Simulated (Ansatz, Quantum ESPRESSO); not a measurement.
# Complex bands of MgO, rock salt type, lattice constant set to 4.029 Å, part 2 of 4

Aim: how fast states decay in the gap of MgO, rock salt type, lattice constant set to 4.029 Å.

Quantum ESPRESSO 7.5; plane-wave DFT, LDA, GBRV ultrasoft pseudopotentials; cross-check by Ansatz 0.2.0 with PAW datasets.

So far. Step 2 (Self-consistent run): The run needed 9 iterations to bring the estimated error under 1e-09 Ry.

**3. Complex bands with pwcond.x**

Level of this step: complex band structure by pwcond; plane-wave DFT, LDA, GBRV ultrasoft pseudopotentials (Quantum ESPRESSO).

ikind = 0 solves one period of the crystal for all kz, real and complex, at each energy and k across. ewind and epsproj trim the two-dimensional plane-wave basis; nz1 sets the subslabs.

Input file cbs.in:

```
&inputcond
  outdir = './out'
  prefixl = 'scf'
  band_file = 'cbs'
  ikind = 0
  ewind = 4.0
  epsproj = 1e-05
  nz1 = 7
  energy0 = 7.44
  denergy = -0.24
/
4
  0.00000000 0.00000000 1.00000000
  0.50000000 0.00000000 1.00000000
  0.50000000 0.50000000 1.00000000
  0.25000000 0.00000000 1.00000000
40
```

The run is started by

```sh
$ OMP_NUM_THREADS=1 mpirun -n 2 pwcond.x -in cbs.in > cbs.out
```

The log of the run:

```text
[banner, memory and clock lines left out]
Program PWCOND v.7.5 starts

          URL

     ./out/scf.save/

     IMPORTANT: XC functional enforced from input :
     Exchange-correlation= PZ
                           (   1   1   0   0   0   0   0)
     Any further DFT definition will be discarded
     Please, verify this is what you really want

     Check: negative core charge=   -0.000004
     Reading collected, re-writing distributed wavefunctions

===== INPUT FILE containing the left lead =====

     GEOMETRY:

     lattice parameter (alat)  =       5.3837  a.u.
     the volume                =     220.6777 (a.u.)^3
     the cross section         =      28.9843 (a.u.)^2
     l of the unit cell        =       1.4142 (alat)
     number of atoms/cell      =            4
     number of atomic types    =            2

     crystal axes: (cart. coord. in units of alat)
               a(1) = (  1.0000  0.0000  0.0000 )
               a(2) = (  0.0000  1.0000  0.0000 )
               a(3) = (  0.0000  0.0000  1.4142 )

   Cartesian axes

     site n.     atom                  positions (alat units)
          1        Mg     tau(  1)=(  0.0000  0.0000  1.4142  )
          2        O      tau(  2)=(  0.5000  0.5000  1.4142  )
          3        Mg     tau(  3)=(  0.5000  0.5000  0.7071  )
          4        O      tau(  4)=(  0.0000  0.0000  0.7071  )

     nr1s                      =           24
     nr2s                      =           24
     nr3s                      =           32
     nr1sx                     =           24
     nr2sx                     =           24
     nr3sx                     =           32
     nr1                       =           25
     nr2                       =           25
     nr3                       =           36
     nr1x                      =           25
     nr2x                      =           25
     nr3x                      =           36

 _______________________________
  Radii of nonlocal spheres:

     type       ibeta     ang. mom.          radius (alat units)
       Mg         1         0                    0.2813
       Mg         2         0                    0.2813
       Mg         3         0                    0.2813
       Mg         4         1                    0.2813
       Mg         5         1                    0.2813
       Mg         6         2                    0.2813
       Mg         7         2                    0.2813
       O          1         0                    0.2327
       O          2         0                    0.2327
       O          3         1                    0.2327
       O          4         1                    0.2327
       O          5         2                    0.2327
----- General information -----

----- Complex band structure calculation -----

     nrx                       =           24
     nry                       =           24
     nz1                       =            7

     energy0               =         7.4E+00
     denergy               =        -2.4E-01
     nenergy               =         40
     ecut2d                =         4.0E+01
     ewind                 =         4.0E+00
     epsproj               =         1.0E-05

     number of k_|| points=    4
                       cryst. coord.
        k(    1) = (   0.0000000   0.0000000), wk =   0.2500000
        k(    2) = (   0.5000000   0.0000000), wk =   0.2500000
        k(    3) = (   0.5000000   0.5000000), wk =   0.2500000
        k(    4) = (   0.2500000   0.0000000), wk =   0.2500000
----- Information about left lead -----

     nocros                   =           32
     noins                    =           32
     norb                     =           96
     norbf                    =           96
     nrz                      =           32

      iorb      type   ibeta   ang. mom.   m       position (alat)
        1        1       1        0        1   taunew(   1)=(  0.0000  0.0000  0.0000)
        2        1       2        0        1   taunew(   2)=(  0.0000  0.0000  0.0000)
        3        1       3        0        1   taunew(   3)=(  0.0000  0.0000  0.0000)
        4        1       4        1        1   taunew(   4)=(  0.0000  0.0000  0.0000)
        5        1       4        1        2   taunew(   5)=(  0.0000  0.0000  0.0000)
        6        1       4        1        3   taunew(   6)=(  0.0000  0.0000  0.0000)
        7        1       5        1        1   taunew(   7)=(  0.0000  0.0000  0.0000)
        8        1       5        1        2   taunew(   8)=(  0.0000  0.0000  0.0000)
        9        1       5        1        3   taunew(   9)=(  0.0000  0.0000  0.0000)
       10        1       6        2        1   taunew(  10)=(  0.0000  0.0000  0.0000)
       11        1       6        2        2   taunew(  11)=(  0.0000  0.0000  0.0000)
       12        1       6        2        3   taunew(  12)=(  0.0000  0.0000  0.0000)
       13        1       6        2        4   taunew(  13)=(  0.0000  0.0000  0.0000)
       14        1       6        2        5   taunew(  14)=(  0.0000  0.0000  0.0000)
       15        1       7        2        1   taunew(  15)=(  0.0000  0.0000  0.0000)
       16        1       7        2        2   taunew(  16)=(  0.0000  0.0000  0.0000)
       17        1       7        2        3   taunew(  17)=(  0.0000  0.0000  0.0000)
       18        1       7        2        4   taunew(  18)=(  0.0000  0.0000  0.0000)
       19        1       7        2        5   taunew(  19)=(  0.0000  0.0000  0.0000)
       20        2       1        0        1   taunew(  20)=(  0.5000  0.5000  0.0000)
       21        2       2        0        1   taunew(  21)=(  0.5000  0.5000  0.0000)
       22        2       3        1        1   taunew(  22)=(  0.5000  0.5000  0.0000)
       23        2       3        1        2   taunew(  23)=(  0.5000  0.5000  0.0000)
       24        2       3        1        3   taunew(  24)=(  0.5000  0.5000  0.0000)
       25        2       4        1        1   taunew(  25)=(  0.5000  0.5000  0.0000)
       26        2       4        1        2   taunew(  26)=(  0.5000  0.5000  0.0000)
       27        2       4        1        3   taunew(  27)=(  0.5000  0.5000  0.0000)
       28        2       5        2        1   taunew(  28)=(  0.5000  0.5000  0.0000)
       29        2       5        2        2   taunew(  29)=(  0.5000  0.5000  0.0000)
       30        2       5        2        3   taunew(  30)=(  0.5000  0.5000  0.0000)
       31        2       5        2        4   taunew(  31)=(  0.5000  0.5000  0.0000)
       32        2       5        2        5   taunew(  32)=(  0.5000  0.5000  0.0000)
       33        1       1        0        1   taunew(  33)=(  0.5000  0.5000  0.7071)
       34        1       2        0        1   taunew(  34)=(  0.5000  0.5000  0.7071)
       35        1       3        0        1   taunew(  35)=(  0.5000  0.5000  0.7071)
       36        1       4        1        1   taunew(  36)=(  0.5000  0.5000  0.7071)
       37        1       4        1        2   taunew(  37)=(  0.5000  0.5000  0.7071)
       38        1       4        1        3   taunew(  38)=(  0.5000  0.5000  0.7071)
       39        1       5        1        1   taunew(  39)=(  0.5000  0.5000  0.7071)
       40        1       5        1        2   taunew(  40)=(  0.5000  0.5000  0.7071)
       41        1       5        1        3   taunew(  41)=(  0.5000  0.5000  0.7071)
       42        1       6        2        1   taunew(  42)=(  0.5000  0.5000  0.7071)
       43        1       6        2        2   taunew(  43)=(  0.5000  0.5000  0.7071)
       44        1       6        2        3   taunew(  44)=(  0.5000  0.5000  0.7071)
       45        1       6        2        4   taunew(  45)=(  0.5000  0.5000  0.7071)
       46        1       6        2        5   taunew(  46)=(  0.5000  0.5000  0.7071)
       47        1       7        2        1   taunew(  47)=(  0.5000  0.5000  0.7071)
       48        1       7        2        2   taunew(  48)=(  0.5000  0.5000  0.7071)
       49        1       7        2        3   taunew(  49)=(  0.5000  0.5000  0.7071)
       50        1       7        2        4   taunew(  50)=(  0.5000  0.5000  0.7071)
       51        1       7        2        5   taunew(  51)=(  0.5000  0.5000  0.7071)
       52        2       1        0        1   taunew(  52)=(  0.0000  0.0000  0.7071)
       53        2       2        0        1   taunew(  53)=(  0.0000  0.0000  0.7071)
       54        2       3        1        1   taunew(  54)=(  0.0000  0.0000  0.7071)
       55        2       3        1        2   taunew(  55)=(  0.0000  0.0000  0.7071)
       56        2       3        1        3   taunew(  56)=(  0.0000  0.0000  0.7071)
       57        2       4        1        1   taunew(  57)=(  0.0000  0.0000  0.7071)
       58        2       4        1        2   taunew(  58)=(  0.0000  0.0000  0.7071)
       59        2       4        1        3   taunew(  59)=(  0.0000  0.0000  0.7071)
       60        2       5        2        1   taunew(  60)=(  0.0000  0.0000  0.7071)
       61        2       5        2        2   taunew(  61)=(  0.0000  0.0000  0.7071)
       62        2       5        2        3   taunew(  62)=(  0.0000  0.0000  0.7071)
       63        2       5        2        4   taunew(  63)=(  0.0000  0.0000  0.7071)
       64        2       5        2        5   taunew(  64)=(  0.0000  0.0000  0.7071)
       65        1       1        0        1   taunew(  65)=(  0.0000  0.0000  1.4142)
       66        1       2        0        1   taunew(  66)=(  0.0000  0.0000  1.4142)
       67        1       3        0        1   taunew(  67)=(  0.0000  0.0000  1.4142)
       68        1       4        1        1   taunew(  68)=(  0.0000  0.0000  1.4142)
       69        1       4        1        2   taunew(  69)=(  0.0000  0.0000  1.4142)
       70        1       4        1        3   taunew(  70)=(  0.0000  0.0000  1.4142)
       71        1       5        1        1   taunew(  71)=(  0.0000  0.0000  1.4142)
       72        1       5        1        2   taunew(  72)=(  0.0000  0.0000  1.4142)
       73        1       5        1        3   taunew(  73)=(  0.0000  0.0000  1.4142)
       74        1       6        2        1   taunew(  74)=(  0.0000  0.0000  1.4142)
       75        1       6        2        2   taunew(  75)=(  0.0000  0.0000  1.4142)
       76        1       6        2        3   taunew(  76)=(  0.0000  0.0000  1.4142)
       77        1       6        2        4   taunew(  77)=(  0.0000  0.0000  1.4142)
       78        1       6        2        5   taunew(  78)=(  0.0000  0.0000  1.4142)
       79        1       7        2        1   taunew(  79)=(  0.0000  0.0000  1.4142)
       80        1       7        2        2   taunew(  80)=(  0.0000  0.0000  1.4142)
       81        1       7        2        3   taunew(  81)=(  0.0000  0.0000  1.4142)
       82        1       7        2        4   taunew(  82)=(  0.0000  0.0000  1.4142)
       83        1       7        2        5   taunew(  83)=(  0.0000  0.0000  1.4142)
       84        2       1        0        1   taunew(  84)=(  0.5000  0.5000  1.4142)
       85        2       2        0        1   taunew(  85)=(  0.5000  0.5000  1.4142)
       86        2       3        1        1   taunew(  86)=(  0.5000  0.5000  1.4142)
       87        2       3        1        2   taunew(  87)=(  0.5000  0.5000  1.4142)
       88        2       3        1        3   taunew(  88)=(  0.5000  0.5000  1.4142)
       89        2       4        1        1   taunew(  89)=(  0.5000  0.5000  1.4142)
       90        2       4        1        2   taunew(  90)=(  0.5000  0.5000  1.4142)
       91        2       4        1        3   taunew(  91)=(  0.5000  0.5000  1.4142)
       92        2       5        2        1   taunew(  92)=(  0.5000  0.5000  1.4142)
       93        2       5        2        2   taunew(  93)=(  0.5000  0.5000  1.4142)
       94        2       5        2        3   taunew(  94)=(  0.5000  0.5000  1.4142)
       95        2       5        2        4   taunew(  95)=(  0.5000  0.5000  1.4142)
       96        2       5        2        5   taunew(  96)=(  0.5000  0.5000  1.4142)
 ngper, shell number =           97          16
 ngper, n2d =           97          49
---  E-Ef =    7.4400000  k =    0.0000000   0.0000000
---  ie =          1  ik =          1
 Nchannels of the left tip =            1
 Right moving states:
   k1(2pi/a)   k2(2pi/a)   E-Ef (eV)
   0.2710616  -0.0000000   7.4400000
 Left moving states:
   k1(2pi/a)   k2(2pi/a)   E-Ef (eV)
  -0.2710620  -0.0000000   7.4400000

---  E-Ef =    7.2000000  k =    0.0000000   0.0000000
---  ie =          2  ik =          1
 Nchannels of the left tip =            1
 Right moving states:
   k1(2pi/a)   k2(2pi/a)   E-Ef (eV)
   0.2410280   0.0000000   7.2000000
 Left moving states:
   k1(2pi/a)   k2(2pi/a)   E-Ef (eV)
  -0.2410283  -0.0000000   7.2000000
[... further energies and points left out ...]
---  E-Ef =   -1.6800000  k =    0.2500000   0.0000000
---  ie =         39  ik =          4
 Nchannels of the left tip =            1
 Right moving states:
   k1(2pi/a)   k2(2pi/a)   E-Ef (eV)
   0.3636585  -0.0000000  -1.6800000
 Left moving states:
   k1(2pi/a)   k2(2pi/a)   E-Ef (eV)
  -0.3636585  -0.0000000  -1.6800000

---  E-Ef =   -1.9200000  k =    0.2500000   0.0000000
---  ie =         40  ik =          4
 Nchannels of the left tip =            1
 Right moving states:
   k1(2pi/a)   k2(2pi/a)   E-Ef (eV)
   0.3161093  -0.0000000  -1.9200000
 Left moving states:
   k1(2pi/a)   k2(2pi/a)   E-Ef (eV)
  -0.3161093  -0.0000000  -1.9200000

Note: The following floating-point exceptions are signalling: IEEE_UNDERFLOW_FLAG IEEE_DENORMAL
Note: The following floating-point exceptions are signalling: IEEE_UNDERFLOW_FLAG IEEE_DENORMAL
```

It took 31 s on 2 MPI ranks of Intel Xeon at 2.60GHz (Ice Lake), shared host; peak memory 0.12 GiB.

This step gave:

```
peak of the smallest κ at the zone centre : 0.396 Å⁻¹
energy of the peak at the zone centre     : 2.88 eV
```

K across = (0, 0) in the cell's reciprocal vectors; values within 0.0025 1/Å of each other count once, columns are sorted by size at each energy, a dash where no further value was kept. Table of Im kz of the slowest decaying states by energy, zero at the highest filled level of the SCF mesh:

```csv
energy (eV),decay 1 (Å⁻¹),decay 2 (Å⁻¹),decay 3 (Å⁻¹)
-1.92,0.523,1.08,1.71
-1.68,0.308,1.08,1.69
-1.20,1.07,1.65,2.11
-0.96,1.07,1.63,2.09
-0.72,1.07,1.61,2.08
-0.24,1.06,1.57,2.05
0.00,0.018,1.06,1.55
0.24,0.16,0.332,1.06
0.72,0.262,0.541,1.05
0.96,0.294,0.607,1.04
1.20,0.32,0.66,1.04
1.68,0.358,0.741,1.03
1.92,0.371,0.772,1.02
2.16,0.381,0.799,1.02
2.64,0.394,0.844,1.00
2.88,0.396,0.862,0.997
3.36,0.394,0.891,0.982
3.60,0.389,0.903,0.974
3.84,0.382,0.914,0.965
4.32,0.36,0.93,0.947
4.56,0.344,0.937,1.09
4.80,0.324,0.927,0.942
5.28,0.27,0.906,0.95
5.52,0.232,0.894,0.953
5.76,0.18,0.883,0.937
6.24,0.858,0.865,0.956
6.48,0.827,0.844,0.955
6.72,0.788,0.83,0.954
7.20,0.701,0.801,0.95
7.44,0.653,0.785,0.947
```

K across = (0, 0) in the cell's reciprocal vectors. Re kz of states that move upwards against energy, zero at the highest filled level of the SCF mesh:

```csv
energy (eV),channel 1 (Å⁻¹),channel 2 (Å⁻¹),channel 3 (Å⁻¹)
-1.92,-0.561,-,-
-1.44,-0.462,0.305,0.305
-0.96,-0.359,0.716,0.716
-0.48,-0.535,-0.535,-0.241
-0.24,-0.363,-0.363,-0.166
0.00,-0.0396,-0.0396,-
0.24,-,-,-
0.72,-,-,-
1.20,-,-,-
1.68,-,-,-
2.16,-,-,-
2.64,-,-,-
2.88,-,-,-
3.36,-,-,-
3.84,-,-,-
4.32,-,-,-
4.80,-,-,-
5.28,-,-,-
5.76,-,-,-
6.00,-,-,-
6.48,0.210,-,-
6.96,0.326,-,-
7.44,0.423,-,-
```

K across = (1/2, 0) in the cell's reciprocal vectors; values within 0.0025 1/Å of each other count once, columns are sorted by size at each energy, a dash where no further value was kept. Table of Im kz of the slowest decaying states by energy, zero at the highest filled level of the SCF mesh:

```csv
energy (eV),decay 1 (Å⁻¹),decay 2 (Å⁻¹),decay 3 (Å⁻¹)
-1.92,1.58,1.74,2.43
-1.68,1.52,1.72,2.43
-1.44,1.44,1.7,2.42
-1.20,1.32,1.68,2.42
-0.96,1.06,1.66,2.42
-0.72,0.154,1.02,-
-0.48,0.268,1.32,1.62
-0.24,0.34,1.45,-
0.00,0.396,1.54,1.58
0.24,0.441,1.56,1.61
0.72,0.51,1.53,1.73
0.96,0.537,1.51,1.78
1.20,0.561,1.49,1.83
1.44,0.581,1.47,1.89
1.68,0.599,1.46,1.95
1.92,0.614,1.44,2.02
2.16,0.626,1.42,2.18
2.40,0.636,1.41,2.18
2.64,0.644,1.39,2.18
2.88,0.651,1.38,2.17
3.12,0.655,1.36,2.17
3.36,0.658,1.34,2.17
3.60,0.659,1.33,2.16
3.84,0.658,1.31,2.16
4.08,0.655,1.3,2.15
4.32,0.651,1.29,2.15
4.56,0.646,1.27,2.14
4.80,0.638,1.26,2.01
5.28,0.619,1.23,1.90
5.52,0.606,1.22,1.85
5.76,0.592,1.20,1.82
6.00,0.575,1.19,1.78
6.24,0.557,1.18,1.75
6.48,0.536,1.16,1.73
6.72,0.513,1.15,1.70
6.96,0.486,1.13,1.67
7.20,0.456,1.12,1.65
7.44,0.422,1.11,1.62
```

K across = (1/2, 1/2) in the cell's reciprocal vectors; values within 0.0025 1/Å of each other count once, columns are sorted by size at each energy, a dash where no further value was kept. Table of Im kz of the slowest decaying states by energy, zero at the highest filled level of the SCF mesh:

```csv
energy (eV),decay 1 (Å⁻¹),decay 2 (Å⁻¹),decay 3 (Å⁻¹)
-1.92,2.64,2.72,3.07
-1.44,0.152,0.227,2.62
-0.96,0.323,0.446,2.61
-0.48,0.412,0.547,2.59
-0.24,0.445,0.582,2.58
0.00,0.472,0.61,2.58
0.24,0.495,0.634,2.57
0.72,0.531,0.671,2.55
1.20,0.557,0.697,2.53
1.68,0.575,0.717,2.52
2.16,0.586,0.73,2.50
2.64,0.592,0.739,2.47
2.88,0.593,0.741,2.46
3.36,0.592,0.744,2.43
3.84,0.587,0.743,2.41
4.32,0.577,0.739,2.38
4.80,0.564,0.732,2.35
5.28,0.546,0.721,2.33
5.76,0.524,0.708,2.3
6.00,0.511,0.7,2.29
6.48,0.48,0.682,2.26
6.96,0.443,0.66,2.23
7.44,0.398,0.635,2.21
```

K across = (1/4, 0) in the cell's reciprocal vectors; values within 0.0025 1/Å of each other count once, columns are sorted by size at each energy, a dash where no further value was kept. Table of Im kz of the slowest decaying states by energy, zero at the highest filled level of the SCF mesh:

```csv
energy (eV),decay 1 (Å⁻¹),decay 2 (Å⁻¹),decay 3 (Å⁻¹)
-1.92,0.106,0.739,1.40
-1.68,0.174,0.57,1.38
-1.20,0.215,1.34,2.06
-0.96,0.199,1.33,2.04
-0.72,0.128,1.31,2.02
-0.24,0.067,0.223,1.28
0.00,0.319,0.409,1.27
0.24,0.385,0.553,1.26
0.72,0.476,0.726,1.23
0.96,0.51,0.786,1.22
1.20,0.539,0.835,1.21
1.68,0.585,0.912,1.18
1.92,0.603,0.943,1.17
2.16,0.618,0.97,1.16
2.64,0.643,1.01,1.14
2.88,0.652,1.03,1.13
3.36,0.664,1.06,1.10
3.60,0.668,1.08,1.09
3.84,0.67,1.08,1.09
4.32,0.67,1.06,1.11
4.56,0.668,1.04,1.12
4.80,0.664,1.03,1.12
5.28,0.651,1.01,1.14
5.52,0.642,0.994,1.14
5.76,0.631,0.981,1.15
6.24,0.602,0.953,1.15
6.48,0.584,0.938,1.16
6.72,0.563,0.923,1.16
7.20,0.507,0.891,1.16
7.44,0.469,0.875,1.16
```

The program's own clock; routines nest. Time by routine:

```csv
routine,wall time (s),calls
PWCOND,29.93,1
scatter_forw,17.06,160
compbs,12.06,160
compbs_2,11.18,160
init,0.61,1
local,0.18,4
poten,0.14,1
```

[end of part 2 of 4]

[Logs are printed without paths, hosts, clocks, repeated set-up lines and the standing remarks that a program may print on its own settings, such as how far it seeks lower states.]

[Hosts, paths, dates, database ids (printed as entryN), source tags and the programs' standing remarks are cut or masked in the printed files.]

[Maps of the electrostatic potential energy from Ansatz leave out the sawtooth potential of an applied field or a dipole correction, so their vacuum need not be flat; planar profiles and work functions include it.]
